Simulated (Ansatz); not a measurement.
# A hypothetical structure for TiZnCu, part 2 of 2

Starting from a made-up structure for TiZnCu, the aim is the relaxed cell, its shortest contacts and, where a second run follows, its electronic structure.

Ansatz 0.2.0; DFT, PBEsol, plane-wave PAW, files of the set soft_1, scalar-relativistic, ferromagnetic start, cell and ions relaxed at zero pressure; PAW set soft_1 (the session's first sound run).

So far: The starting structure; Relaxing cell and atoms. The relaxed cell has a = 4.296, c = 5.174 Å (conventional setting).

### Step 3. Electronic structure of the relaxed cell

With the geometry fixed, one more self-consistent run, with a narrower smearing and the mesh shown in its input, gives the bands, and its pressure, and its forces where symmetry allows any, show how far the geometry depends on these settings.

This step: DFT, PBEsol, plane-wave PAW, files of the set soft_1, scalar-relativistic, no spin, bands and density of states at the relaxed cell; PAW set soft_1 (Ansatz 0.2.0).

Input file input.yaml:

```yaml
crystal:
  lattice:
    - [4.2957594627, 0.0, 0.0]
    - [-2.1478797313, 3.7202368232, 0.0]
    - [0.0, 0.0, 5.1741880073]
  atoms:
    - { symbol: Zn, position: [0.3333333333, 0.6666666667, 0.75] }
    - { symbol: Zn, position: [0.6666666667, 0.3333333333, 0.25] }
    - { symbol: Cu, position: [0.0, 0.0, 0.0] }
    - { symbol: Cu, position: [0.0, 0.0, 0.5] }
    - { symbol: Ti, position: [0.3333333333, 0.6666666667, 0.25] }
    - { symbol: Ti, position: [0.6666666667, 0.3333333333, 0.75] }
kpoints:
  mp_grid: { grid: [8, 8, 6] }
  band_path:
    path:
      - [[0.0, 0.0, 0.0], [0.5, 0.0, 0.0], [0.33333333, 0.33333333, 0.0], [0.0, 0.0, 0.0], [0.0, 0.0, 0.5], [0.5, 0.0, 0.5], [0.33333333, 0.33333333, 0.5], [0.0, 0.0, 0.5]]
      - [[0.5, 0.0, 0.5], [0.5, 0.0, 0.0]]
      - [[0.33333333, 0.33333333, 0.0], [0.33333333, 0.33333333, 0.5]]
    npoints: 8
scf:
  occupations: { method: fermi_dirac, width: 0.03 }
  n_extra_bands: 10
hamiltonian:
  xc: pbesol
  pseudopotentials: { kind: paw, azcp: { folder: soft_1 }, xc_functional: pbe }
output:
  forces: true
  stress: true
  write_bands: true
  dos: { projected: true }
  write_density: true
  write_potential: true
  elf: true
  volumetric_format: npy
```

The run is started by

```console
$ ansatz run input.yaml --threads 4 --pin off --max-ram 10240MiB --backend cpu --events-out ev --progress --plain --runs-dir out
```

Numbers of over 12 decimals in the logs are rounded to 6 here.

Log:

```text
[...]
Crystal: 6 atoms, lattice volume = 82.690 Å³
Basis set: ecut = 420 eV, 1607 PW (Γ), exchange–correlation on 60×60×72 points (8 copies of the dense FFT grid, shifted against one another)
Bands: 53, of which v1, the nominal top of the filled ones, is band 43 counted from 1 (42 counted from 0)
Symmetry: 24 space group operations
[...]
k-points: 40 of 384
[...]
SCF iter   1: F=—  HF=-24712.559303 eV  |F-HF|=—  |Δ(HF+E_count)|=         —  Δρ=1.06e0  dr2=8.81e2  ethr=3.10e-3  ⟨swp⟩=6.3  Hψ=7579  notcnv=0
[...]
SCF iter  14: F=-24687.379048 eV  HF=-24687.379048 eV  |F-HF|=3.97e-10  |Δ(HF+E_count)|=   1.44e-8  Δρ=1.67e-6  dr2=1.79e-9  ethr=1.16e-10  ⟨swp⟩=5.7  Hψ=11790  notcnv=0
SCF 1 converged in 14 iterations: F = -24687.379048 eV  dr2 = 1.79e-9
[...]
NSCF: frozen V_eff on 75 k-points
SCF converged after 14 iterations
Free energy (F): -24687.379048 eV
[...]
Internal energy: -24687.363105 eV  (E = F + TS)
E sigma→0 (E₀):  -24687.371077 eV
Entropy (-TS):   -0.015943 eV (-2.657 meV/atom)
Fermi energy:    14.122623 eV
[...]
--- Stress (GPa, compression-positive) ---
        0.033576      -0.000000       0.000000
        0.000000       0.033576       0.000000
        0.000000       0.000000      -0.199036
  P = ⅓ Tr σ = -0.0440 GPa (-0.440 kbar)
--- Band table (eV; the first three rows and the last of 40) ---
  k-point 0: bands = [... 39 lower, 12.7161, 13.4126, 14.3492, 14.3492, 15.0949, 15.0949, 15.2961, 15.2961, ... 6 higher]
  k-point 1: bands = [... 39 lower, 12.8811, 13.2633, 14.1233, 14.1233, 15.1920, 15.1991, 15.1991, 15.5084, ... 6 higher]
  k-point 2: bands = [... 39 lower, 13.1607, 13.2550, 13.7606, 13.7606, 14.5568, 15.4608, 15.4608, 15.7500, ... 6 higher]
  k-point 39: bands = [... 39 lower, 11.7389, 12.3236, 12.3236, 14.4752, 14.4752, 14.8809, 14.8809, 15.5023, ... 6 higher]
```

Wall time 7.9 s (4 threads of Arm Neoverse V2, shared host); peak memory 0.61 GiB.

This step gave:

```yaml
free_energy: -24687.3790 eV
energy_at_zero_smearing: -24687.3711 eV
smearing_term_ts: 0.01594 eV
pressure: -0.04396 GPa
```

From bands.tsv, the bands that come nearest the Fermi level along the path, at its corners, in eV from the Fermi level:

| point | band 41 | band 42 | band 43 | band 44 | band 45 | band 46 | band 47 | band 48 |
| --- | --- | --- | --- | --- | --- | --- | --- | --- |
| Γ | -0.71 | 0.23 | 0.23 | 0.97 | 0.97 | 1.17 | 1.17 | 1.28 |
| M | -1.13 | -0.75 | -0.44 | -0.16 | 0.74 | 0.93 | 1.24 | 1.35 |
| K | -0.80 | -0.42 | -0.31 | -0.17 | -0.17 | 0.81 | 1.55 | 1.55 |
| Γ | -0.71 | 0.23 | 0.23 | 0.97 | 0.97 | 1.17 | 1.17 | 1.28 |
| A | -0.68 | -0.68 | -0.36 | -0.36 | 1.59 | 1.59 | 1.59 | 1.59 |
| L | -0.44 | -0.44 | -0.39 | -0.39 | 1.02 | 1.02 | 1.08 | 1.08 |
| H | -1.94 | -1.94 | 0.43 | 0.43 | 0.68 | 0.68 | 1.46 | 1.46 |
| A | -0.68 | -0.68 | -0.36 | -0.36 | 1.59 | 1.59 | 1.59 | 1.59 |
| L | -0.44 | -0.44 | -0.39 | -0.39 | 1.02 | 1.02 | 1.08 | 1.08 |
| M | -1.13 | -0.75 | -0.44 | -0.16 | 0.74 | 0.93 | 1.24 | 1.35 |
| K | -0.80 | -0.42 | -0.31 | -0.17 | -0.17 | 0.81 | 1.55 | 1.55 |
| H | -1.94 | -1.94 | 0.43 | 0.43 | 0.68 | 0.68 | 1.46 | 1.46 |

ELF in the ac plane at fractional y = 0.333, with atoms of Zn and Ti within 0.2 Å of it. It is the smooth field of the valence electrons, not physical close to the nuclei.

Ten even steps from '_' (0.00) to '@' (0.72), each cell a mean:
```
============--::::::::..--==
========++--::::++##**--..--
==========::..**@@@@@@##::::
==========::::%%@@%%@@@@--..
==========::::##@@@@@@%%--::
==========--..==##@@%%++..::
============::..::----::::==
====--====++==--::::::--==++
====--====++++==------==++++
==------==++==--::..::::==++
==::::::--==--::______..--==
--::..::--==--..________::==
--::::::--==--..______..::==
==------======::..__..::--==
====----==++++----------==++
====--====++++==------==++++
```
Columns run along a (4.3 Å), rows up along c (5.2 Å). Atoms in or near the plane, at fractional coordinates: Zn at (0.67, 0.25), Ti at (0.67, 0.75).

Electrostatic potential energy in the ac plane at fractional y = 0.333, with atoms of Zn and Ti within 0.2 Å of it. With pseudopotentials it is smooth inside the atoms' cores, unlike the true potential.

Ten even steps from '_' (-42 eV) to '@' (16 eV), each cell a mean:
```
@@@@@@@@@@@@@@@@%%##%%%%@@@@
@@@@@@@@@@@@@@##++====**%%@@
@@@@@@@@@@@@%%==::::::==##@@
@@@@@@@@@@@@##--::::::--**%%
@@@@@@@@@@@@##==::::::--**%%
@@@@@@@@@@@@%%**==----++%%@@
@@@@@@@@@@@@@@%%##**##%%@@@@
@@@@@@@@@@@@@@@@@@%%@@@@@@@@
@@@@@@@@@@@@@@@@%%%%%%@@@@@@
@@@@@@@@@@@@@@%%++==++##@@@@
@@@@@@@@@@@@%%==..____--%%@@
@@@@@@@@@@@@%%--______..**@@
@@@@@@@@@@@@%%--______::##@@
@@@@@@@@@@@@@@**--::--**%%@@
@@@@@@@@@@@@@@@@%%####%%@@@@
@@@@@@@@@@@@@@@@@@@@@@@@@@@@
```
Columns run along a (4.3 Å; values clipped at the 3rd and 97th percentile), rows up along c (5.2 Å). Atoms in or near the plane, at fractional coordinates: Zn at (0.67, 0.25), Ti at (0.67, 0.75).

Valence density in the ac plane at fractional y = 0.333, with atoms of Zn and Ti within 0.2 Å of it. It is the smooth field of the valence electrons, not physical close to the nuclei.

Values in e/Å³, 16 rows by 14 columns, each cell a mean:
```
 0  0  0  0  0  0  0  0  0  0  0  0  0  0
 0  0  0  0  0  0  0  1  1  2  2  1  0  0
 0  0  0  0  0  0  0  2  5  7  6  2  1  0
 0  0  0  0  0  0  0  3  7 11  9  4  1  0
 0  0  0  0  0  0  0  2  6  9  7  3  1  0
 0  0  0  0  0  0  0  1  2  4  3  1  0  0
 0  0  0  0  0  0  0  0  0  1  1  0  0  0
 0  0  0  0  0  0  0  0  0  0  0  0  0  0
 0  0  0  0  0  0  0  0  0  0  0  0  0  0
 0  0  0  0  0  0  0  0  1  1  1  1  0  0
 0  0  0  0  0  0  0  1  4 10  6  1  0  0
 0  0  0  0  0  0  0  2 12 32 19  3  1  0
 0  0  0  0  0  0  0  1  8 20 12  2  1  0
 0  0  0  0  0  0  0  1  1  2  2  1  0  0
 0  0  0  0  0  0  0  0  0  1  0  0  0  0
 0  0  0  0  0  0  0  0  0  0  0  0  0  0
```
Columns run along a (4.3 Å), rows up along c (5.2 Å). Atoms in or near the plane, at fractional coordinates: Zn at (0.67, 0.25), Ti at (0.67, 0.75).

### Step 4. Outcome

* space group, relaxed: P6_3/mmc
* conventional cell: a = 4.296, b = 4.296, c = 5.174 Å; α = 90.0°, β = 90.0°, γ = 120.0°
* volume per atom: 13.78 Å³ (guess 13.80)
* total moment: 0.00 μB in the cell of 6 atoms

What this shows: TiZnCu relaxes to P6_3/mmc with a = 4.296, b = 4.296 and c = 5.174 Å. The guessed volume was near the relaxed one. The space group P6_3/mmc was held in the relaxation, so the end point is a stationary structure within it and may be a saddle against distortions or other arrangements. The moments died out from this one start and weren't seeded again at the relaxed cell. Bands cross the Fermi level, so it is a metal or semimetal at this level. On the 8×8×6 mesh with the narrower smearing (relaxed on 7×7×5) the forces vanish, as symmetry may demand, and the largest stress component is 0.199 GPa, against the relaxation's thresholds of 0.015 eV/Å and 0.05 GPa. The cutoff wasn't tested. No dispersion term is used, so weakly bound directions may come out too long. Nothing here tests whether the compound is stable against decomposition.

[Logs are printed without paths, hosts, clocks, repeated set-up lines and the standing remarks that a program may print on its own settings, such as how far it seeks lower states.]

[Hosts, paths, dates, database ids (printed as entryN), source tags and the programs' standing remarks are cut or masked in the printed files.]
